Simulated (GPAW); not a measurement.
# How SiNi3 absorbs and reflects light

Aim: the dielectric function of SiNi3, and the optical constants that follow from it. The cell comes from an older database entry, whose edges can differ from later determinations, mostly by under a per cent.

Method: DFT, PBE, plane-wave PAW (GPAW data sets), scalar-relativistic, RPA, optical limit, in GPAW 26.7.0.

The database entry behind the starting cell differs from later determinations by our own check (an axis about 0.9 % long against later determinations), so it need not match the best structure at ambient conditions.

## (1) The structure

Symmetry: Pm-3m, No. 221, cubic system. Conventional cell: a = 3.542 Å, b = 3.542 Å, c = 3.542 Å, α = 90.00°, β = 90.00°, γ = 90.00°. Ni has 8 Ni at 2.50 Å and 4 Si at 2.50 Å nearest. Nearest to Si lie 12 Ni at 2.50 Å. Farther neighbours are not listed.

As a file:

```cif
data_structure
_symmetry_space_group_name_H-M 'P 1'
_symmetry_Int_Tables_number 1
_cell_length_a 3.5420
_cell_length_b 3.5420
_cell_length_c 3.5420
_cell_angle_alpha 90.000
_cell_angle_beta 90.000
_cell_angle_gamma 90.000
_cell_volume 44.44
loop_
_atom_site_label
_atom_site_type_symbol
_atom_site_fract_x
_atom_site_fract_y
_atom_site_fract_z
_atom_site_occupancy
Ni1 Ni 0.50000 0.50000 0.00000 1
Ni2 Ni 0.50000 0.00000 0.50000 1
Ni3 Ni 0.00000 0.50000 0.50000 1
Si4 Si 0.00000 0.00000 0.00000 1
```

## (2) Dielectric function, RPA

Transitions between filled and empty bands, summed over the zone, give the optical response, so mesh, band count and broadening shape it.

The induced potential is part of this response.

df.py

```python
from gpaw.response.df import DielectricFunction

df = DielectricFunction('full.gpw', frequencies={'type': 'nonlinear', 'domega0': 0.03, 'omega2': 8},
                        ecut=50,
                        eta=0.05,
                        nbands=50,
                        rate=0.03,
                        txt='df.txt')
for direction in ['x']:
    df.get_dielectric_function(xc='RPA', direction=direction, filename=f'df_{direction}.csv')
```

On the command line:

```bash
> OMP_NUM_THREADS=1 python df.py
```

Numbers of over 12 decimals in the logs are rounded to 6 here.

What it wrote:

```text
Using integrator: PointIntegrator
NonLinearFrequencyDescriptor(from 0.000 to 96.040 eV, 537 points)
Nonperiodic BCs:  [False False False]
Using integrator: PointIntegrator
NonLinearFrequencyDescriptor(from 0.000 to 96.040 eV, 537 points)
Nonperiodic BCs:  [False False False]
Using integrator: PointIntegrator

Calculating chi0 body with:
    Ground state adapter containing:
    Number of spins: 2
    Number of kpoints: 1000
    Number of irreducible kpoints: 56
    Number of completely occupied states: 22
    Number of partially occupied states: 28

    Linear response parametrization:
    q_c: [0.0, 0.0, 0.0]
    Number of frequency points: 537
    Planewave cutoff: 50.0
    Number of bands: 50
    Number of planewaves: 33
    Broadening (eta): 0.05

Integrating chi0 body.

Symmetries of q_c:
    Direct symmetries (Uq -> q): 48
    Indirect symmetries (TUq -> q): 0
In total 48 allowed symmetries.

56 groups of equivalent kpoints. 94.400000% reduction.

Integral kind: spectral function

Calculating chi0 optical extensions with:
    Ground state adapter containing:
    Number of spins: 2
    Number of kpoints: 1000
    Number of irreducible kpoints: 56
    Number of completely occupied states: 22
    Number of partially occupied states: 28

    Linear response parametrization:
    Number of frequency points: 537
    Planewave cutoff: 50.0
    Number of bands: 50
    Number of planewaves: 33
    Broadening (eta): 0.05
Integrating chi0 head and wings.

Symmetries of q_c:
    Direct symmetries (Uq -> q): 48
    Indirect symmetries (TUq -> q): 0
In total 48 allowed symmetries.

56 groups of equivalent kpoints. 94.400000% reduction.

Integral kind: spectral function wings

Calculating drude chi0 with:
    Number of frequency points:537
    Plasma frequency decay rate: 0.03 eV

    Ground state adapter containing:
    Number of spins: 2
    Number of kpoints: 1000
    Number of irreducible kpoints: 56
    Number of completely occupied states: 22
    Number of partially occupied states: 28

Symmetries of q_c:
    Direct symmetries (Uq -> q): 48
    Indirect symmetries (TUq -> q): 0
In total 48 allowed symmetries.

56 groups of equivalent kpoints. 94.400000% reduction.

Integral kind: intraband
Plasma frequency:
[[1.53-0.j 0.  -0.j 0.  +0.j]
 [0.  +0.j 1.53-0.j 0.  +0.j]
 [0.  +0.j 0.  +0.j 1.53-0.j]]
```

It took 43 s on 1 thread of Intel Xeon Platinum 8375C at 2.90GHz (Ice Lake), shared host; peak memory 0.26 GiB.

The Im ε, E ∥ x has structure finer than the step of the table below, so its rows give means over 0.5 eV, whole bins alone (the curve runs from 0.305 to 15.0 eV). Peaks (eV: height): 1.04: 89.6, 1.38: 65.7.

Sum at mesh points, not converged in k. The Im ε, E ∥ x by photon energy; means over each step:

photon energy (eV), Im ε, E ∥ x and a bar:
```
      1.0       58.6 ##############################
      1.5       50.6 ##########################
      2.0       22.2 ###########
      2.5       12.3 ######
      3.0        8.2 ####
      3.5        6.8 ###
      4.0        7.6 ###
      4.5        9.5 ####
      5.0        8.8 ####
      5.5        9.0 ####
      6.0        8.5 ####
      6.5        6.5 ###
      7.0        5.9 ##
      7.5        4.9 ##
      8.0        4.7 ##
      8.5        4.2 ##
      9.0        4.3 ##
      9.5        3.9 #
     10.0        3.3 #
     10.5        2.8 #
     11.0        2.2 #
     11.5        1.8 
     12.0        1.5 
     12.5        1.7 
     13.0        1.7 
     13.5        1.5 
     14.0        1.2 
     14.5        1.1
```

Values under 1 per cm are given as 1; sum at mesh points, not converged in k. The absorption coefficient, E ∥ x by photon energy:

```
photon energy (eV)  absorption coefficient, E ∥ x (1/cm)
             0.492                                 82982
             1.010                                 4.4e5
             1.486                                 8.4e5
             1.985                                 8.3e5
             2.508                                 8.0e5
             3.018                                 6.7e5
             3.510                                 6.0e5
             3.980                                 7.1e5
             4.516                                 7.7e5
             4.981                                 9.6e5
             5.515                                 1.1e6
             6.021                                 1.3e6
             6.494                                 1.2e6
             6.985                                 1.3e6
             7.496                                 1.4e6
             8.026                                 1.4e6
             8.516                                 1.5e6
             9.023                                 1.6e6
             9.483                                 1.7e6
            10.026                                 1.7e6
            10.519                                 1.8e6
            11.029                                 1.7e6
            11.479                                 1.7e6
            12.023                                 1.5e6
            12.504                                 1.5e6
            13.000                                 1.7e6
            13.512                                 1.7e6
            14.040                                 1.5e6
            14.493                                 1.6e6
```

The Im ε, E ∥ x has structure finer than the step of the table below, so its rows give means over 0.5 eV, whole bins alone (the curve runs from 0.305 to 15.0 eV). Peaks (eV: height): without local fields 1.04: 90.5, 1.38: 66.5; with local fields 1.04: 89.6, 1.38: 65.7.

Sum at mesh points, not converged in k. Table of Im ε, E ∥ x by photon energy; means over each step:

```
photon energy (eV)  without local fields  with local fields
               1.0                  59.1               58.6
               1.5                  51.2               50.6
               2.0                  22.5               22.2
               2.5                  12.4               12.3
               3.0                  8.35               8.23
               3.5                  7.06               6.82
               4.0                  7.83               7.57
               4.5                  9.52               9.49
               5.0                  8.58               8.82
               5.5                  8.77               9.01
               6.0                  8.31               8.51
               6.5                  6.33               6.49
               7.0                  5.72               5.89
               7.5                  4.85               4.90
               8.0                  4.70               4.70
               8.5                  4.30               4.23
               9.0                  4.33               4.27
               9.5                  3.92               3.90
              10.0                  3.37               3.34
              10.5                  2.79               2.76
              11.0                  2.28               2.22
              11.5                  1.78               1.79
              12.0                  1.55               1.51
              12.5                  1.68               1.66
              13.0                  1.72               1.74
              13.5                  1.48               1.53
              14.0                  1.17               1.22
              14.5                  1.11               1.12
```

The reflectivity at normal incidence, E ∥ x has structure finer than the step of the table below, so its rows give means over 0.5 eV, whole bins alone (the curve runs from 0.305 to 15.0 eV). Peaks (eV: height): 1.08: 71.4, 1.63: 72.9, 2.78: 59.8, 6.33: 50.0, 6.71: 46.6, 10.95: 49.4, 11.56: 49.9.

Sum at mesh points, not converged in k. Reflectivity at normal incidence, E ∥ x against photon energy; means over each step:

```
photon energy (eV)  reflectivity at normal incidence, E ∥ x (%)
               1.0                                         66.7
               1.5                                         69.8
               2.0                                         67.2
               2.5                                         59.0
               3.0                                         49.0
               3.5                                         34.8
               4.0                                         32.7
               4.5                                         38.2
               5.0                                         38.0
               5.5                                         40.4
               6.0                                         44.3
               6.5                                         43.7
               7.0                                         41.8
               7.5                                         39.8
               8.0                                         39.6
               8.5                                         40.0
               9.0                                         36.2
               9.5                                         42.9
              10.0                                         42.4
              10.5                                         45.8
              11.0                                         45.4
              11.5                                         47.3
              12.0                                         40.2
              12.5                                         34.3
              13.0                                         35.1
              13.5                                         38.4
              14.0                                         39.9
              14.5                                         37.0
```

The loss function −Im 1/ε at q → 0, E ∥ x has structure finer than the step of the table below, so its rows give means over 0.5 eV, whole bins alone (the curve runs from 0.305 to 15.0 eV). Peaks (eV: height): 8.77: 0.265, 12.26: 0.524, 13.25: 0.505, 14.68: 0.678.

Sum at mesh points, not converged in k. The loss function −Im 1/ε at q → 0, E ∥ x by energy loss; means over each step:

energy loss (eV), loss function −Im 1/ε at q → 0, E ∥ x and a bar:
```
      1.0      0.011 
      1.5      0.019 
      2.0      0.035 #
      2.5      0.064 ###
      3.0      0.106 #####
      3.5      0.143 #######
      4.0      0.120 ######
      4.5      0.101 #####
      5.0      0.112 #####
      5.5      0.111 #####
      6.0      0.113 #####
      6.5      0.140 ######
      7.0      0.155 #######
      7.5      0.183 #########
      8.0      0.191 #########
      8.5      0.204 ##########
      9.0      0.218 ##########
      9.5      0.200 ##########
     10.0      0.225 ###########
     10.5      0.231 ###########
     11.0      0.271 #############
     11.5      0.298 ##############
     12.0      0.427 #####################
     12.5      0.470 #######################
     13.0      0.441 ######################
     13.5      0.445 ######################
     14.0      0.515 #########################
     14.5      0.606 ##############################
```

At chosen wavelengths:

```
wavelength (nm)     n      k  R (%)     1/α
           1550  7.79  2.673   63.1   46 nm
            800  4.71  5.628   70.7   11 nm
            633  2.70  4.128   64.9   12 nm
            450  1.79  3.113   59.1   12 nm
            308  2.21  1.801   34.7   14 nm
            248  2.37  1.959   37.6   10 nm
            193  1.42  1.908   40.2  8.0 nm
```

A polished face would reflect 64 % of daylight and look faintly yellow (CIE x = 0.327, y = 0.348 under D65).

## (3) What came out

**Reading.** At this level (PBE, RPA) SiNi3 is a metal. The mesh is too coarse to trust the carriers' weight, the reflectivity or the colour to better than tens of per cent. A polished face would reflect 64 % of daylight and look faintly yellow (CIE x = 0.327, y = 0.348 under D65). The carriers' damping of 0.03 eV is typed, not computed; it shapes the response at the lowest energies. The magnetic state comes from one start and need not be the lowest. In this version of GPAW the matrix elements of the optical limit are incomplete, which can lower ε − 1 by up to a tenth where first-row anions or d states rule, and shift it by more in d metals. GPAW's carrier term has the form −ωp²/(ω + i·rate)², which damps like twice the rate and fails at low energy, so the curves leave the lowest energies out. The sum runs over mesh points 0.18 Å⁻¹ apart with no interpolation, so peaks are partly noise of the mesh, and the Drude plasma energy, a sum over the Fermi surface, isn't converged.

[Machine, clock and banner lines and Python warnings are left out of the logs.]

[Logs are printed without paths, hosts, clocks, repeated set-up lines and the standing remarks that a program may print on its own settings, such as how far it seeks lower states.]

[Hosts, paths, dates, database ids (printed as entryN), source tags and the programs' standing remarks are cut or masked in the printed files.]
